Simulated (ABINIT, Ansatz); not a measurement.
# H4C (I-43m): third-order response, part 2 of 4

Aim: Raman and infrared lines of H4C (I-43m).

ABINIT 10.8.3; DFT LDA, scalar-relativistic, plane waves, PseudoDojo norm-conserving pseudopotentials.

So far. Step 2 (Relaxing the cell and atoms): The volume changes by -0.4 % from the cell with which this run began. The relaxed cell has a = 4.251 Å (conventional setting).

## Step 5: Zone-centre response

The derivative of the wavefunctions by k comes first, since the response to a field is built on it; then the field and the displacements that symmetry doesn't supply are solved at q = 0. By the 2n+1 theorem the first-order wavefunctions also give third derivatives: Raman tensors and the non-linear susceptibility.

It reads the wavefunctions written in step 3.

Contents of dfpt_gamma.abi:

```
ndtset 3

# common to the responses
getwfk_filepath "gso_WFK"
kptopt 2
nqpt 1
qpt 0.0 0.0 0.0
asr 0
chneut 0

# d/dk
rfelfd1 2
rfdir1 1 1 1
iscf1 -3
tolwfr1 1.0d-20

# displacements, field
rfphon2 1
rfatpol2 1 5
rfdir2 1 1 1
rfelfd2 3
getddk2 1
tolvrs2 1.0d-10
prepanl2 1
prtden2 1

# third order
optdriver3 5
getden_filepath3 "gso_DEN"
get1den3 2
get1wf3 2
getddk3 1
d3e_pert1_elfd3 1
d3e_pert1_phon3 1
d3e_pert1_atpol3 1 5
d3e_pert1_dir3 1 1 1
d3e_pert2_elfd3 1
d3e_pert2_dir3 1 1 1
d3e_pert3_elfd3 1
d3e_pert3_dir3 1 1 1
usepead3 1
tolvrs3 1.0d-10

# basis, mesh and filling
ecut 37.0
ngkpt 8 8 8
nshiftk 1
shiftk 0.5 0.5 0.5
istwfk *1
occopt 1
nband 4
nstep 100
diemac 9.0
prtebands 0
prtgsr 0

# cell and atoms
acell 3*1.0 Angstrom
rprim 
    2.125306349 2.125306349 2.125306349
    -2.125306349 2.125306349 2.125306349
    -2.125306349 -2.125306349 2.125306349
ntypat 2
znucl 1 6
natom 5
typat 1 1 1 1 2
xred 
    0.0 0.0 0.2988472981
    0.0 0.7011527019 0.0
    0.7011527019 0.2988472981 0.7011527019
    0.2988472981 0.0 0.0
    0.0 0.0 0.0
pp_dirpath "./pseudo"
pseudos "H.upf, C.upf"
```

The run is started by

```sh
> OMP_NUM_THREADS=1 mpirun -n 4 abinit dfpt_gamma.abi > dfpt_gamma.log
```

Numbers of over 12 decimals in the logs are rounded to 6 here.

dfpt_gamma.abo, the main output file:

```text
[banners, grids, parts of the stress and lines that vanish by symmetry left out]
- input  file    -> dfpt_gamma.abi
- output file    -> dfpt_gamma.abo
- root for input  files -> dfpt_gammai
[...]
DATASET    1 : space group I-4 3 m (#217); Bravais cI (body-center cubic)
[...]
nfft =       64000          nkpt =         256
[...]
DATASET    2 : space group I-4 3 m (#217); Bravais cI (body-center cubic)
[...]
nfft =       64000          nkpt =         256
[...]
DATASET    3 : space group I-4 3 m (#217); Bravais cI (body-center cubic)
[...]
mpw =        2811          nfft =       64000          nkpt =         256
[...]
== DATASET  1 ==================================================================
[...]
cutoff_energies: {ecut:  37.0, pawecutdg:  -1.0, }
[...]
-  6.00000   4.00000  180309                  znucl, zion, pspdat
[...]
Perturbation : derivative vs k along direction   1
[...]
-ETOT  1  -9.873439     -9.873E+00 3.323E-02 0.000E+00
 ETOT  2  -9.882534     -9.094E-03 5.027E-05 0.000E+00
 ETOT  3  -9.882546     -1.226E-05 2.299E-07 0.000E+00
 ETOT  4  -9.882546     -2.770E-08 4.748E-10 0.000E+00
 ETOT  5  -9.882546     -8.049E-11 5.701E-12 0.000E+00
[...]
At SCF step    9   max residual=  9.98E-21 < tolwfr=  1.00E-20 =>converged.
[...]
Perturbation : derivative vs k along direction   2
[...]
-ETOT  1  -9.873503     -9.874E+00 3.310E-02 0.000E+00
[...]
At SCF step    9   max residual=  9.98E-21 < tolwfr=  1.00E-20 =>converged.
[...]
Perturbation : derivative vs k along direction   3
[...]
-ETOT  1  -9.873439     -9.873E+00 3.323E-02 0.000E+00
[...]
At SCF step    9   max residual=  9.98E-21 < tolwfr=  1.00E-20 =>converged.
[...]
1        1       1.2872596626    0.0000000000
     1        2       0.4290865542   -0.0000000000
     1        3      -0.4290865542   -0.0000000000
     2        1       0.4290865542   -0.0000000000
     2        2       1.2872596626    0.0000000000
     2        3       0.4290865542    0.0000000000
     3        1      -0.4290865542   -0.0000000000
     3        2       0.4290865542    0.0000000000
     3        3       1.2872596626    0.0000000000
[...]
== DATASET  2 ==================================================================
[...]
cutoff_energies: {ecut:  37.0, pawecutdg:  -1.0, }
[...]
Perturbation : displacement of atom   1   along direction   1
[...]
-ETOT  1   3.723830     -4.995E+01 1.042E-01 1.250E+03
[...]
At SCF step   10       vres2   =  7.05E-11 < tolvrs=  1.00E-10 =>converged.
[...]
Perturbation : displacement of atom   1   along direction   3
[...]
-ETOT  1   18.078271271871     -5.274E+01 2.677E-01 7.310E+03
[...]
At SCF step   10       vres2   =  1.20E-11 < tolvrs=  1.00E-10 =>converged.
[...]
Perturbation : displacement of atom   5   along direction   1
[...]
-ETOT  1   26.541026028447     -8.419E+02 1.005E+00 9.784E+03
[...]
At SCF step   10       vres2   =  1.29E-11 < tolvrs=  1.00E-10 =>converged.
[...]
Perturbation : homogeneous electric field along direction   1
[...]
-ETOT  1  -28.168707538928     -2.817E+01 1.715E-01 9.150E+03
[...]
At SCF step    9       vres2   =  8.63E-12 < tolvrs=  1.00E-10 =>converged.
[...]
Perturbation : homogeneous electric field along direction   2
[...]
-ETOT  1  -28.168641061886     -2.817E+01 1.715E-01 9.150E+03
[...]
At SCF step    9       vres2   =  8.53E-12 < tolvrs=  1.00E-10 =>converged.
[...]
Perturbation : homogeneous electric field along direction   3
[...]
-ETOT  1  -28.168707572709     -2.817E+01 1.715E-01 9.150E+03
[...]
ETOT  8  -30.279528937359     -2.686E-12 1.348E-14 7.143E-10
 ETOT  9  -30.279528937359      7.105E-15 3.013E-16 8.610E-12
 At SCF step    9       vres2   =  8.61E-12 < tolvrs=  1.00E-10 =>converged.
[...]
Dielectric tensor, in cartesian coordinates,
[...]
1    7   1    7         2.1999104611        -0.0000000000
   1    7   2    7        -0.0000000000        -0.0000000000
   1    7   3    7        -0.0000000000        -0.0000000000
   2    7   1    7        -0.0000000000        -0.0000000000
   2    7   2    7         2.1999104611        -0.0000000000
   2    7   3    7         0.0000000000        -0.0000000000
   3    7   1    7        -0.0000000000        -0.0000000000
   3    7   2    7         0.0000000000        -0.0000000000
   3    7   3    7         2.1999104611        -0.0000000000
  Effective charges, in cartesian coordinates,
[...]
1    1   1    7         0.0680401686         0.0000000000
   2    1   1    7        -0.0362329520         0.0000000000
   3    1   1    7         0.0362329520         0.0000000000
   1    2   1    7         0.0680401686         0.0000000000
   2    2   1    7         0.0362329520         0.0000000000
[...]
Effective charges, in cartesian coordinates,
[...]
2    7   1    5        -0.0000000000         0.0000000000
   3    7   1    5        -0.0000000000         0.0000000000
   1    7   2    5         0.0000000000         0.0000000000
   2    7   2    5        -0.2718989996         0.0000000000
   3    7   2    5         0.0000000000         0.0000000000
   1    7   3    5        -0.0000000000         0.0000000000
   2    7   3    5        -0.0000000000         0.0000000000
   3    7   3    5        -0.2718989996         0.0000000000
  Phonon wavevector (reduced coordinates) :  0.00000  0.00000  0.00000
 Phonon energies in Hartree :
[...]
Phonon frequencies in cm-1    :
-  7.013659E-01  7.013661E-01  7.013665E-01  2.085472E+02  2.085472E+02
-  2.085472E+02  1.237032E+03  1.237032E+03  1.237032E+03  1.435369E+03
-  1.435369E+03  2.910002E+03  3.055016E+03  3.055016E+03  3.055016E+03
  Phonon at Gamma, with non-analyticity in the
[...]
Phonon energies in Hartree :
[...]
Phonon frequencies in cm-1    :
-  7.013659E-01  7.013661E-01  7.031148E-01  2.085472E+02  2.085472E+02
-  2.085472E+02  1.237032E+03  1.237032E+03  1.245191E+03  1.435369E+03
-  1.435369E+03  2.910002E+03  3.055016E+03  3.055016E+03  3.055033E+03
  Phonon at Gamma, with non-analyticity in the
[...]
Phonon energies in Hartree :
[...]
Phonon frequencies in cm-1    :
-  7.013659E-01  7.013665E-01  7.031143E-01  2.085472E+02  2.085472E+02
-  2.085472E+02  1.237032E+03  1.237032E+03  1.245191E+03  1.435369E+03
-  1.435369E+03  2.910002E+03  3.055016E+03  3.055016E+03  3.055033E+03
  Phonon at Gamma, with non-analyticity in the
[...]
Phonon energies in Hartree :
[...]
Phonon frequencies in cm-1    :
-  7.013661E-01  7.013665E-01  7.031142E-01  2.085472E+02  2.085472E+02
-  2.085472E+02  1.237032E+03  1.237032E+03  1.245191E+03  1.435369E+03
-  1.435369E+03  2.910002E+03  3.055016E+03  3.055016E+03  3.055033E+03
[...]
== DATASET  3 ==================================================================
[...]
cutoff_energies: {ecut:  37.0, pawecutdg:  -1.0, }
[...]
j1 : displacement of atom   1 along direction   1
[...]
j1 : displacement of atom   1 along direction   1
[...]
j1 : displacement of atom   1 along direction   1
[...]
j1 : displacement of atom   1 along direction   3
[...]
j1 : displacement of atom   1 along direction   3
[...]
j1 : displacement of atom   5 along direction   1
[...]
j1 : displacement of atom   5 along direction   1
[...]
j2 : displacement of atom   1 along direction   1
[...]
j2 : displacement of atom   1 along direction   3
[...]
j2 : displacement of atom   5 along direction   1
[...]
j2 : displacement of atom   1 along direction   1
[...]
j2 : displacement of atom   1 along direction   3
[...]
j2 : displacement of atom   5 along direction   1
[...]
j2 : displacement of atom   1 along direction   1
[...]
j2 : displacement of atom   1 along direction   3
[...]
j2 : displacement of atom   1 along direction   1
[...]
j2 : displacement of atom   5 along direction   1
[...]
j2 : displacement of atom   1 along direction   1
[...]
j2 : displacement of atom   5 along direction   1
[...]
j2 : displacement of atom   1 along direction   1
[...]
j2 : displacement of atom   1 along direction   3
[...]
1          1       -0.020449027       -0.011689783        0.011689783
[...]
1          2       -0.015811603       -0.011689783        0.012062939
[...]
1          3        0.015811603        0.012062940       -0.011689783
[...]
2          1        0.020449026       -0.011689783       -0.011689783
[...]
2          2       -0.015811603        0.011689783        0.012062940
[...]
2          3       -0.015811603        0.012062940        0.011689783
[...]
3          1       -0.020449026        0.011689783       -0.011689783
[...]
3          2        0.015811603       -0.011689783        0.012062940
[...]
3          3       -0.015811603        0.012062940       -0.011689783
[...]
4          1        0.020449027        0.011689783        0.011689783
[...]
4          2        0.015811603        0.011689783        0.012062939
[...]
4          3        0.015811603        0.012062940        0.011689783
[...]
5          1        0.000000000       -0.000000000        0.000000000
[...]
5          2       -0.000000000        0.000000000       -0.048248982
[...]
5          3        0.000000000       -0.048248982        0.000000000
[...]
strten2     0.0000000000E+00  0.0000000000E+00  0.0000000000E+00
           strten3     0.0000000000E+00  0.0000000000E+00  0.0000000000E+00
================================================================================
```

The job ended after 5.8 min (4 MPI ranks of Intel Xeon Platinum 8259CL at 2.50GHz (Skylake/Cascade Lake), shared host; 23 min of CPU time).

Numbers from this step:

```yaml
miss_of_the_charge_sum_rule: 2.62e-4 e
largest_acoustic_frequency_at_the_zone_centre_before_the_sum_rule: 0.7 cm⁻¹
highest_optical_zone_centre_mode_no_lo_to_term: 3055 cm⁻¹
lowest_optical_zone_centre_mode: 208.6 cm⁻¹
mean_high_frequency_dielectric_constant: 2.200
largest_born_charge_in_size_third_of_the_trace: 0.2719 e
```

Born charge (rows field, columns displacement), before the sum rule (e), principal values of the symmetric part by kind of site:

| atom | atoms with these values | low | middle | high | mean |
| --- | --- | --- | --- | --- | --- |
| H1 | 4 | -0.0044 | 0.1042 | 0.1042 | 0.0680 |
| C5 | 1 | -0.2719 | -0.2719 | -0.2719 | -0.2719 |

In full for C5:

```
-0.2719  0.0000  0.0000
 0.0000 -0.2719  0.0000
 0.0000  0.0000 -0.2719
```

High-frequency dielectric tensor:

```
2.20 0.00 0.00
0.00 2.20 0.00
0.00 0.00 2.20
```

The acoustic modes at Γ come out as far as 0.7 cm⁻¹ from zero, where they should vanish, a small numerical error; the Born charges miss their sum rule by 2.6e-4 e, which is good.

(Continued in part 3 of 4.)

[Host names and launcher messages were left out of these logs when they were recorded.]

[Logs are printed without paths, hosts, clocks, repeated set-up lines and the standing remarks that a program may print on its own settings, such as how far it seeks lower states.]

[Hosts, paths, dates, database ids (printed as entryN), source tags and the programs' standing remarks are cut or masked in the printed files.]
